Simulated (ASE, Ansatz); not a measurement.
# Localised basis functions on twisted silicene bilayer, 77.90° (124 atoms), part 2 of 2

Wanted: errors and times of a linear-scaling basis for twisted silicene bilayer, 77.90° (124 atoms). A setting counts as converged where the r.m.s. difference of forces stays under 1 % of the r.m.s. force.

Ansatz 0.2.0; Kohn-Sham DFT, PBE+D3(BJ), PAW (set soft_2), plane waves.

The cell: 124 Si. Beside vacuum, support functions can miss their usual error bounds without a warning. The Brillouin zone is sampled at Γ only, in a cell whose shortest periodic width is 19 Å.

So far: The starting structure; Plane-wave single point; Distances and neighbours.

## Step 3: Distances and neighbours (continued)

Local excerpt of 13 atoms (numbers count through the whole input) about Si13, picked at random; x, y, z are measured from there.

| atom | x | y | z | distance (Å) | bonds | Löwdin charge (e) | Fx | Fy | Fz (eV/Å) |
| --- | --- | --- | --- | --- | --- | --- | --- | --- | --- |
| Si13 | 0.00 | 0.00 | 0.00 | 0.00 | 3 | 0.06 | -0.23 | -0.36 | 0.28 |
| Si16 | 0.33 | 2.19 | -0.42 | 2.26 | 3 | 0.06 | 0.03 | 0.20 | -0.17 |
| Si14 | 1.72 | -1.42 | -0.41 | 2.27 | 3 | 0.04 | 0.08 | 0.19 | -0.17 |
| Si4 | -2.09 | -0.83 | -0.45 | 2.29 | 3 | 0.04 | 0.06 | 0.16 | -0.05 |
| Si99 | -0.43 | -0.02 | 3.71 | 3.74 | 3 | 0.07 | -0.26 | -0.15 | -0.02 |
| Si102 | 1.31 | 1.37 | 3.25 | 3.77 | 3 | 0.04 | 0.00 | 0.42 | -0.25 |
| Si25 | 2.42 | 2.99 | 0.02 | 3.84 | 3 | 0.03 | 0.06 | 0.07 | 0.19 |
| Si23 | 3.80 | -0.61 | 0.01 | 3.85 | 3 | 0.04 | 0.02 | -0.21 | 0.30 |
| Si15 | -1.39 | 3.60 | 0.00 | 3.86 | 3 | 0.04 | -0.16 | -0.32 | 0.38 |
| Si3 | -3.83 | 0.60 | 0.00 | 3.87 | 3 | 0.04 | 0.21 | -0.15 | 0.28 |
| Si11 | 1.38 | -3.62 | 0.01 | 3.88 | 3 | 0.05 | -0.31 | -0.08 | 0.28 |
| Si1 | -2.44 | -3.03 | 0.00 | 3.89 | 3 | 0.05 | -0.07 | 0.17 | 0.31 |
| Si100 | -0.10 | -2.23 | 3.26 | 3.96 | 3 | 0.03 | 0.38 | 0.40 | -0.25 |

The column of bonds counts only the pairs Si-Si within 2.68 Å; other neighbours, such as metal atoms beside each other in a compound, aren't counted, and periodic images can show an atom twice.

## Step 4: Support functions medium

With localised support functions most steps grow linearly with size, though the diagonalisation grows faster unless the density matrix is cut; this run measures error and cost at this size.

This step: Kohn-Sham DFT, PBE+D3(BJ), PAW (set soft_2), localised support functions (medium) (Ansatz 0.2.0).

Contents of input.yaml:

```yaml
crystal:
  lattice:
    - [21.4916, 0.0, 0.0]
    - [-10.7458, 18.61227, 0.0]
    - [0.0, 0.0, 18.14]
  atoms:
    [... the 124 atom lines of step 2 ...]
kpoints:
  mp_grid: { grid: [1, 1, 1] }
hamiltonian:
  xc: pbe
  dispersion: d3bj
scf:
  occupations: { method: fermi_dirac, width: 0.025 }
  eigensolver: { kind: { support_functions: { accuracy: medium } } }
  mixing: { beta: 0.4 }
  max_iter: 150
output:
  forces: true
  eigenvalues: true
```

On the command line:

```
ansatz run input.yaml --threads 8 --pin off --max-ram 15872MiB --backend cpu --events-out ev --progress --plain --runs-dir out
```

Numbers of over 12 decimals in the logs are rounded to 6 here.

The log of the run:

```text
Warning: scf.eigensolver.kind.support_functions: disabling space-group detection — the functions' gradient is summed over unrotated k-points, so no spatial operation reduces the k-mesh or symmetrises the density; time reversal is kept, so that k and −k are solved as one point where they differ and the mesh holds both, and exact exchange and, on two spinor components, a DFT+U term hold to it where the run has them: [...]
settings of this run that can trade accuracy for cost: scf.eigensolver.kind.support_functions [...]
[...]
Crystal: 124 atoms, lattice volume = 7256.135 Å³
Basis set: ecut = 420 eV, 141589 PW (Γ), exchange–correlation on 288×288×250 points (8 copies of the dense FFT grid, shifted against one another)
Bands: 298, of which v1, the nominal top of the filled ones, is band 248 counted from 1 (247 counted from 0)
Symmetry: 1 space group operations
k-points: 1
[...]
SCF iter   1: F=—  HF=-78771.979661 eV  |F-HF|=—  |Δ(HF+E_count)|=         —  Δρ=2.04e-2  dr2=3.15e1  ethr=1.00e-1
[...]
SCF iter  15: F=-78796.083448 eV  HF=-78796.083152 eV  |F-HF|=2.96e-4  |Δ(HF+E_count)|=   1.12e-3  Δρ=2.40e-6  dr2=8.99e-7  ethr=1.25e-9
SCF 1 converged in 15 iterations: F = -78796.090425 eV  dr2 = 8.99e-7
[...]
SCF converged after 15 iterations
Stability not checked: this state was not tested for a lower state beside it, because the mixer in use, unlike msr1, does not test its closes by its own steps (another_mixer; see scf.mixing.algorithm and scf.lower_state_search)
Free energy (F): -78796.090425 eV
[...]
Internal energy: -78796.075945 eV  (E = F + TS)
E sigma→0 (E₀):  -78796.083185 eV
Entropy (-TS):   -0.014480 eV (-0.117 meV/atom)
Fermi energy:    -0.827959 eV
[...]
--- Forces (eV/Å), atoms counted from 1 ---
  atom   1  Si    -0.06501798     0.16966828     0.31368238
  atom   2  Si     0.31833872     0.19946921    -0.18553105
  atom   3  Si     0.21389114    -0.15495708     0.27934612
  atom   4  Si     0.05968222     0.15755747    -0.04495446
  atom   5  Si    -0.17212524     0.24279728     0.43583999
  atom   6  Si     0.24822609     0.00774001    -0.24343638
  atom   7  Si    -0.20563701     0.12472305     0.30222655
  atom   8  Si     0.44910141    -0.09237827    -0.21448025
  atom   9  Si    -0.49006023    -0.04606449     0.26845509
  atom  10  Si     0.32776996    -0.30332918    -0.07011566
  atom  11  Si    -0.31010864    -0.08493142     0.27578321
  atom  12  Si     0.06740360     0.15226774    -0.10802802
  atom  13  Si    -0.22717085    -0.35652138     0.27736906
  atom  14  Si     0.07556964     0.18976935    -0.17379684
[...]
atom 123  Si    -0.27358230     0.11494805     0.03346631
  atom 124  Si     0.19535627     0.05126908    -0.26848532
  max |Σ_I F_I| component: 3.98e-4 eV/Å
--- Band table (eV) ---
[...]
```

The job ended after 1.8 min (8 threads of Arm Neoverse V2, shared host; peak memory 6.6 GiB; 14 min of CPU time).

The program notes that the band table was not solved further than the SCF left it and it switched symmetry off. Further notices: vacuum switching off with vacuum.

Keys that differ from the reference: support_functions.accuracy = "medium", scf.max_iter = 150 and scf.mixing.beta = 0.4.

Forces differ from the reference by 0.16 meV/Å r.m.s., 0.070 % of their size, well within a tolerance of 1 %; the energy by -0.25 meV/atom. It took 1.8 min and 15 cycles; the reference's time can't be set against it, since the two runs asked for unlike analyses.

## Step 5: Cost against change

Differences are against the plane-wave reference (Kohn-Sham DFT, PBE+D3(BJ), PAW (set soft_2), plane waves), whose r.m.s. force component is 0.230 eV/Å. Energies are set beside the reference only for runs with its functional, potentials and electron count. Times are for 8 threads of Arm Neoverse V2, shared host. The reference's time includes the DOS and grids, which some other runs skip.

| run | Δ force, r.m.s. (meV/Å) | share of r.m.s. force (%) | Δ energy (meV/atom) | cycles | time | host memory (GiB) |
| --- | --- | --- | --- | --- | --- | --- |
| reference | - | - | - | 14 | 65 s | 7.2 |
| support functions medium | 0.162 | 0.0704 | -0.249 | 15 | 1.8 min | 6.6 |

## Step 6: Outcome

```json
{"free energy per atom": "-635.4521 eV/atom", "r.m.s. force component": "0.2304 eV/Å", "potential in mid-vacuum, over the Fermi level": "4.661 eV", "wall time of the 2 DFT runs": "2.9 min"}
```

Against plane waves at 420 eV, the forces differ by 0.16 meV/Å (0.070 %) with support functions medium. At 124 atoms the run with support functions medium takes roughly 1.7 times the time of plane waves (whose run also made extra analyses, so the like-for-like ratio is larger), in 15 SCF cycles against 14. Differences between support functions and plane waves include what basis error the plane-wave run still has.

No gap is quoted: the bands of a honeycomb sheet meet or nearly meet at one point of the zone, so the spacing of levels depends on whether the mesh holds it and on how the neighbours disturb the sheet. The potential stands 4.66 eV above the Fermi level over the upper face and 4.66 eV under the lower one, a reading of the work function, with no dipole correction. The Fermi level falls in a spacing of 0.22 eV between levels, so it is uncertain by that much. With the cutoffs above, all Si atoms have 3 bonded neighbours.

Caveats: The geometry was built by rule, was displaced at random and isn't relaxed at this level: its force components are 0.23 eV/Å r.m.s.

[Logs are printed without paths, hosts, clocks, repeated set-up lines and the standing remarks that a program may print on its own settings, such as how far it seeks lower states.]

[Hosts, paths, dates, database ids (printed as entryN), source tags and the programs' standing remarks are cut or masked in the printed files.]
